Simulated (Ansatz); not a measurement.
# LaPt2 (Fd-3m): phonon-mediated transition temperature

What Tc do the phonons of LaPt2 (Fd-3m) give, and how does it depend on μ*? The cell shown first is a relaxed one, from steps not shown here.

Main program and level: Ansatz 0.2.0; DFT PBEsol, scalar-relativistic, plane waves, PAW.

## Step 1: The cell after earlier relaxation steps

The structure is cubic, space group Fd-3m (No. 227). The conventional cell has a = 7.746 Å, b = 7.746 Å, c = 7.746 Å, α = 90.00°, β = 90.00°, γ = 90.00°. La has 12 Pt at 3.21 Å and 4 La at 3.35 Å nearest. Pt has 6 Pt at 2.74 Å and 6 La at 3.21 Å nearest. Farther neighbours are not listed.

## Step 2: Coupling and resistivity: q 2×2×2, k 6×6×6, scattering 12×12×12

The run that gives the couplings also evaluates McMillan's and Allen and Dynes's formulas and, where asked, the Eliashberg equations, over a range of μ*.

Input file input.yaml:

```yaml
crystal:
  lattice:
    - [0.0, 3.87276251, 3.87276251]
    - [3.87276251, 0.0, 3.87276251]
    - [3.87276251, 3.87276251, 0.0]
  atoms:
    - { symbol: La, position: [0.0, 0.0, 0.0] }
    - { symbol: La, position: [0.25, 0.25, 0.25] }
    - { symbol: Pt, position: [0.625, 0.625, 0.625] }
    - { symbol: Pt, position: [0.125, 0.625, 0.625] }
    - { symbol: Pt, position: [0.625, 0.625, 0.125] }
    - { symbol: Pt, position: [0.625, 0.125, 0.625] }
kpoints:
  mp_grid: { grid: [6, 6, 6] }
hamiltonian:
  xc: pbesol
scf:
  occupations: { method: methfessel_paxton, width: 0.2 }
output:
  eigenvalues: true
phonons:
  method: dfpt
  qmesh: [2, 2, 2]
  temperatures: { t_max: 1000, t_step: 50 }
  qpath:
    path:
      - [[0.0, 0.0, 0.0], [0.5, 0.0, 0.5], [0.625, 0.25, 0.625]]
      - [[0.375, 0.375, 0.75], [0.0, 0.0, 0.0], [0.5, 0.5, 0.5], [0.5, 0.25, 0.75], [0.5, 0.0, 0.5]]
    npoints: 6
  electrical_resistivity:
    mesh: [12, 12, 12]
    temperatures: [20.0, 50.0, 80.0, 100.0, 150.0, 200.0, 273.0, 300.0, 400.0, 500.0, 600.0, 800.0]
  superconductivity: { mesh: [12, 12, 12] }
```

Run with:

```bash
$ ansatz run input.yaml --threads 16 --pin off --max-ram 61440MiB --backend cuda --events-out ev --progress --plain --runs-dir out
```

Numbers of over 12 decimals in the logs are rounded to 6 here.

The log of the run:

```text
Warning: phonons: the dynamical matrix that this run interpolates holds no multipole term above the dipole-dipole one, and a site of this crystal is no centre of inversion, so its interpolated transverse optical and acoustic branches and sound speeds can stay off near Gamma, and the density of states and the thermodynamics with them. What a run solves at a wave vector of phonons.qpoints, Gamma apart, where the deck admits one, is free of this, and under fd what a larger phonons.supercell samples
Engine: ansatz 0.2.0, aarch64-unknown-linux-gnu
Pseudopotentials: kind: paw
Pseudopotential: La, paw, valence charge 11, recommended cutoff 420 eV (normal), La.paw.azcp
Pseudopotential: Pt, paw, valence charge 18, recommended cutoff 420 eV (normal), Pt.paw.azcp
Functional definition: PBEsol
  exchange = pbesol_x
  correlation = pbesol_c
[...]
Crystal: 6 atoms, lattice volume = 116.170 Å³
Basis set: ecut = 420 eV, 2229 PW (Γ), exchange–correlation on 80×80×80 points (8 copies of the dense FFT grid, shifted against one another)
Bands: 57, of which v1, the nominal top of the filled ones, is band 47 counted from 1 (46 counted from 0)
Symmetry: 48 space group operations
k-points: 16 of 216
Non-local potential: La, projectors of the file, l = 0: 3, l = 1: 2, l = 2: 2, l = 3: 3
Non-local potential: Pt, projectors of the file, l = 0: 3, l = 1: 2, l = 2: 2, l = 3: 1
PAW form: soft (Blöchl's): semilocal exchange-correlation on the pseudo side does not see the compensation charge
PAW frozen core: La, regenerated for the run's functional, and the local potential with it (the file was generated under x = pbe(κ = 0.804, μ = 0.219515), c = pbe(β = 0.066725))
PAW frozen core: Pt, regenerated for the run's functional, and the local potential with it (the file was generated under x = pbe(κ = 0.804, μ = 0.219515), c = pbe(β = 0.066725))
PAW one-centre angular grid: La, 590 points (default); XC on 64 Gauss nodes
PAW one-centre angular grid: Pt, 590 points (default); XC on 64 Gauss nodes
Initial density: superposition of atomic densities (neutral atoms: chi_scale 0, normalization atom), corrected by the library's trained network
Initial wavefunctions: pseudopotential atomic-orbital guess
[...]
Functional: x = pbesol(κ = 0.804, μ = 0.123457), c = pbesol(β = 0.046)
SCF iter   1: F=—  HF=-61864.271953 eV  |F-HF|=—  |Δ(HF+E_count)|=         —  Δρ=7.02e-3  dr2=6.68e-2  ethr=1.77e-3  ⟨swp⟩=5.9  Hψ=3700  notcnv=0
preconditioner: auto → Kerker (q_TF=auto, 2.634 Å⁻¹)  [metal: Δε(μ)=0.047 eV  Ē_g=7.766 eV  σ=0.200 eV  W_gap=0.19  n_scr=26 (ndim 8)  ℏωp=26.2 eV  f_vac=0.000  D(μ)=2.09/eV (n_scr^D=14)]
SCF iter   2: F=—  HF=-61864.259082 eV  |F-HF|=—  |Δ(HF+E_count)|=   1.29e-2  S|Δr|=    0.00e0  Δρ=2.16e-3  dr2=4.33e-3  ethr=7.11e-5  ⟨swp⟩=2.0  Hψ=1656  notcnv=0
[...]
SCF iter  10: F=-61864.258734 eV  HF=-61864.258734 eV  |F-HF|=7.28e-12  |Δ(HF+E_count)|=  7.28e-12  S|Δr|=    0.00e0  Δρ=3.19e-8  dr2=2.78e-12  ethr=1.00e-12  ⟨swp⟩=5.0  Hψ=3875  notcnv=0
SCF 1 converged in 10 iterations: F = -61864.258734 eV  dr2 = 2.78e-12
  greatest PAW one-centre occupation: 1.000 electrons in one spin orbital (limit 2), on the Pt atom at site 3 (counted from 0), in its partial waves of l = 0
[...]
iter 1 solved again at ethr=1.40e-7 eV; its pass at ethr=3.10e-3 eV (dr2=1.31e-4 eV) is discarded
SCF iter   1: F=—  HF=-61864.258566 eV  |F-HF|=—  |Δ(HF+E_count)|=         —  Δρ=1.65e-7  dr2=1.33e-11  ethr=1.40e-7  ⟨swp⟩=5.0  Hψ=7136  notcnv=0
eigensolver tolerance schedule: the retry pair's looser diagonalisation over-reported the residual by 9872241.49 of it (diagonalisation noise at an unbounded share of the residual, at the tolerance the schedule requests for it); recorded, not acted on — ethr = c·dr2/N_el stays at c = 1.0e-1
preconditioner: auto → Kerker (q_TF=auto, 2.634 Å⁻¹)  [metal: Δε(μ)=0.047 eV  Ē_g=7.770 eV  σ=0.200 eV  W_gap=0.20  n_scr=26 (ndim 8)  ℏωp=26.2 eV  f_vac=0.000  D(μ)=2.32/eV (n_scr^D=14)]
SCF iter   2: F=—  HF=-61864.258734 eV  |F-HF|=—  |Δ(HF+E_count)|=   1.68e-4  S|Δr|=    0.00e0  Δρ=6.75e-8  dr2=1.55e-12  ethr=1.00e-12  ⟨swp⟩=4.8  Hψ=4741  notcnv=0
[...]
SCF 2 converged in 3 iterations: F = -61864.258734 eV  dr2 = 1.41e-12
[...]
SCF 3 converged in 10 iterations: F = -61864.258734 eV  dr2 = 2.83e-12
[...]
SCF converged after 10 iterations
[...]
mean free path at 50 K (of a tensor a third of its trace): 114 nm by what each carries, 102 by the Fermi surface alone
  Hall coefficient in a weak field at 50 K (a third of the trace): 1.437e-9 m³/C (as a tensor it moves by 2.9 % between the two finest meshes); by each state's relaxation time: 1.437e-9 m³/C; by a constant relaxation time: 1.276e-9 m³/C
  mean free path at 80 K (of a tensor a third of its trace): 48.5 nm by what each carries, 45.1 by the Fermi surface alone
  Hall coefficient in a weak field at 80 K (a third of the trace): 1.356e-9 m³/C (as a tensor it moves by 1.1 % between the two finest meshes); by each state's relaxation time: 1.358e-9 m³/C; by a constant relaxation time: 1.279e-9 m³/C
  mean free path at 100 K (of a tensor a third of its trace): 35.2 nm by what each carries, 33.1 by the Fermi surface alone
  Hall coefficient in a weak field at 100 K (a third of the trace): 1.341e-9 m³/C (as a tensor it moves by 1.6 % between the two finest meshes); by each state's relaxation time: 1.343e-9 m³/C; by a constant relaxation time: 1.281e-9 m³/C
  mean free path at 150 K (of a tensor a third of its trace): 21.4 nm by what each carries, 20.2 by the Fermi surface alone
  Hall coefficient in a weak field at 150 K (a third of the trace): 1.340e-9 m³/C (as a tensor it moves by 0.1 % between the two finest meshes); by each state's relaxation time: 1.341e-9 m³/C; by a constant relaxation time: 1.286e-9 m³/C
  mean free path at 200 K (of a tensor a third of its trace): 15.6 nm by what each carries, 14.7 by the Fermi surface alone
  Hall coefficient in a weak field at 200 K (a third of the trace): 1.349e-9 m³/C (as a tensor it moves by 0.8 % between the two finest meshes); by each state's relaxation time: 1.350e-9 m³/C; by a constant relaxation time: 1.289e-9 m³/C
  mean free path at 273 K (of a tensor a third of its trace): 11.2 nm by what each carries, 10.5 by the Fermi surface alone
  Hall coefficient in a weak field at 273 K (a third of the trace): 1.363e-9 m³/C (as a tensor it moves by 1.5 % between the two finest meshes); by each state's relaxation time: 1.364e-9 m³/C; by a constant relaxation time: 1.291e-9 m³/C
  mean free path at 300 K (of a tensor a third of its trace): 10.2 nm by what each carries, 9.45 by the Fermi surface alone
  Hall coefficient in a weak field at 300 K (a third of the trace): 1.366e-9 m³/C (as a tensor it moves by 2.2 % between the two finest meshes); by each state's relaxation time: 1.368e-9 m³/C; by a constant relaxation time: 1.291e-9 m³/C
  mean free path at 400 K (of a tensor a third of its trace): 7.58 nm by what each carries, 6.95 by the Fermi surface alone
  Hall coefficient in a weak field at 400 K (a third of the trace): 1.370e-9 m³/C (as a tensor it moves by 2.4 % between the two finest meshes); by each state's relaxation time: 1.374e-9 m³/C; by a constant relaxation time: 1.282e-9 m³/C
  mean free path at 500 K (of a tensor a third of its trace): 6.04 nm by what each carries, 5.47 by the Fermi surface alone
  Hall coefficient in a weak field at 500 K (a third of the trace): 1.351e-9 m³/C (as a tensor it moves by 3.6 % between the two finest meshes); by each state's relaxation time: 1.356e-9 m³/C; by a constant relaxation time: 1.255e-9 m³/C
  mean free path at 600 K (of a tensor a third of its trace): 5.03 nm by what each carries, 4.49 by the Fermi surface alone
  Hall coefficient in a weak field at 600 K (a third of the trace): 1.307e-9 m³/C (as a tensor it moves by 1.4 % between the two finest meshes); by each state's relaxation time: 1.316e-9 m³/C; by a constant relaxation time: 1.209e-9 m³/C
  mean free path at 800 K (of a tensor a third of its trace): 3.74 nm by what each carries, 3.29 by the Fermi surface alone
  Hall coefficient in a weak field at 800 K (a third of the trace): 1.169e-9 m³/C (as a tensor it moves by 1.6 % between the two finest meshes); by each state's relaxation time: 1.183e-9 m³/C; by a constant relaxation time: 1.066e-9 m³/C
  the resistivity times a path that all electrons share, by the Fermi surface of the deck's mesh alone (a third of the trace): 2.661e-15 Ω·m²
  not converged in the mesh (λ; λ_tr; the resistivity at 20 K by 90.69 %; the resistivity at 50 K by 67.36 %; the resistivity at 80 K by 44.66 %; the resistivity at 100 K by 36.67 %; the resistivity at 150 K by 29.06 %; the resistivity at 200 K by 24.61 %; the resistivity at 273 K by 22.20 %; the resistivity at 300 K by 21.53 %; the resistivity at 400 K by 20.98 %; the resistivity at 500 K by 19.75 %; the resistivity [...]
  vibrations of 8 cells: unjudged by the run; compare a larger repeat
  the changes of the potential over all sites missed a rigid shift's by 0.00 % (the site terms' by 0.01 %)
  at the force constants' own smearing the fine mesh and the k-points of their solves give squared frequencies that differ by 12.1 % of the larger at the most, at (0, 0, 0)
--- Superconductivity: potentials and phonons of a 2×2×2 supercell ---
           mesh         λ    ħω_log (meV)  μ* declared at (meV)
       12×12×12    0.1972          10.219               11.700
          6×6×6    0.1495          10.380               11.791
          3×3×3    0.5822          12.037               13.057
  λ by the species' shares of the modes' patterns: La 0.0766, Pt 0.1206
  with the Fermi level up to 25.8 meV (the hardest mode) off, states and modes as they are: density of states 0.8116 to 1.0281 /eV of one spin and cell, λ 0.1760 to 0.2182
  transition temperature on the deck's mesh (K), isotropic and anisotropic, restricted to the Fermi surface (FSR) and over the full bandwidth (FBW), and the last with the density of states resolved in a narrower window:
        μ*   McMillan   Allen–Dynes      iso. FSR      iso. FBW    aniso. FSR    aniso. FBW  narrow window
      0.08      0.001         0.001    none_found    none_found    none_found    none_found     none_found
      0.10      0.000         0.000    none_found    none_found    none_found    none_found     none_found
      0.12      0.000         0.000    none_found    none_found    none_found    none_found     none_found
      0.13      0.000         0.000    none_found    none_found    none_found    none_found     none_found
      0.14      0.000         0.000    none_found    none_found    none_found    none_found     none_found
      0.16      0.000         0.000    none_found    none_found    none_found    none_found     none_found
      0.20          -             -    none_found    none_found    none_found    none_found     none_found
  none_found: no transition down to 0.1 K
  isotope coefficients −∂ln Tc/∂ln M under μ* = 0.13, the force constants as they are, of the isotropic transitions restricted to the Fermi surface and over the full bandwidth: La - and -, Pt - and -
  not converged in the mesh (λ): between neighbouring meshes, the two finest first, λ moves by 24.16 % and 289.33 % and the anisotropic transition temperature over the full bandwidth at μ* = 0.13 by nothing (neither mesh has one) and (not known); converged means that the two finest part by at most 2.00 % and 5.00 %
  vibrations of 8 cells: unjudged by the run; compare a larger repeat
  the changes of the potential over all sites missed a rigid shift's by 0.00 % (the site terms' by 0.01 %)
  at the force constants' own smearing the fine mesh and the k-points of their solves give squared frequencies that differ by 12.1 % of the larger at the most, at (0, 0, 0)
```

Wall time 46 s (1 × NVIDIA GB200 with 16 threads of Arm Neoverse V2, shared host); peak memory 4.3 GiB; 7.2 min of CPU time.

Reading the cycles: dr2 is the Hartree energy of the density residual (eV), the measure of convergence; HF is the Harris–Foulkes estimate of the energy, which meets the free energy F at convergence.

This step gave:

* volume per atom: 19.36 Å³/atom
* metallic on mesh: yes
* gap on the k-mesh: 0 eV
* zero-point energy: 0.1182 eV/cell
* share of imaginary modes in the plain interpolation between solved wavevectors: 0
* highest frequency, solved or plainly interpolated: 207.8 cm⁻¹
* Debye temperature (second moment): 212 K
* resistivity at 300 K: 28.15 μΩ cm
* coupling constant λ: 0.1972
* density of states at the Fermi level: 0.9219 states/eV a spin and cell
* log mean phonon energy ħω_log: 10.22 meV
* transport coupling constant λ_tr: 0.2043, 0.2043, 0.2043 (xx, yy, zz)
* Drude plasma energy: 2.95, 2.95, 2.95 eV (xx, yy, zz)
* resistivity times mean free path: 26.61, 26.61, 26.61 × 10⁻¹⁶ Ω m² (xx, yy, zz)
* second-moment phonon energy ħω₂: 11.7 meV

An empty cell: under 1 mK by a formula, or no transition down to the floor of the Eliashberg search. Transition temperatures:

| μ* | McMillan Tc (K) | Allen–Dynes Tc (K) |
| --- | --- | --- |
| 0.08 | - | - |
| 0.1 | - | - |
| 0.12 | - | - |
| 0.13 | - | - |
| 0.14 | - | - |
| 0.16 | - | - |
| 0.2 | - | - |

(Part 1 of 2 ends here.)

[Logs are printed without paths, hosts, clocks, repeated set-up lines and the standing remarks that a program may print on its own settings, such as how far it seeks lower states.]

[Hosts, paths, dates, database ids (printed as entryN), source tags and the programs' standing remarks are cut or masked in the printed files.]
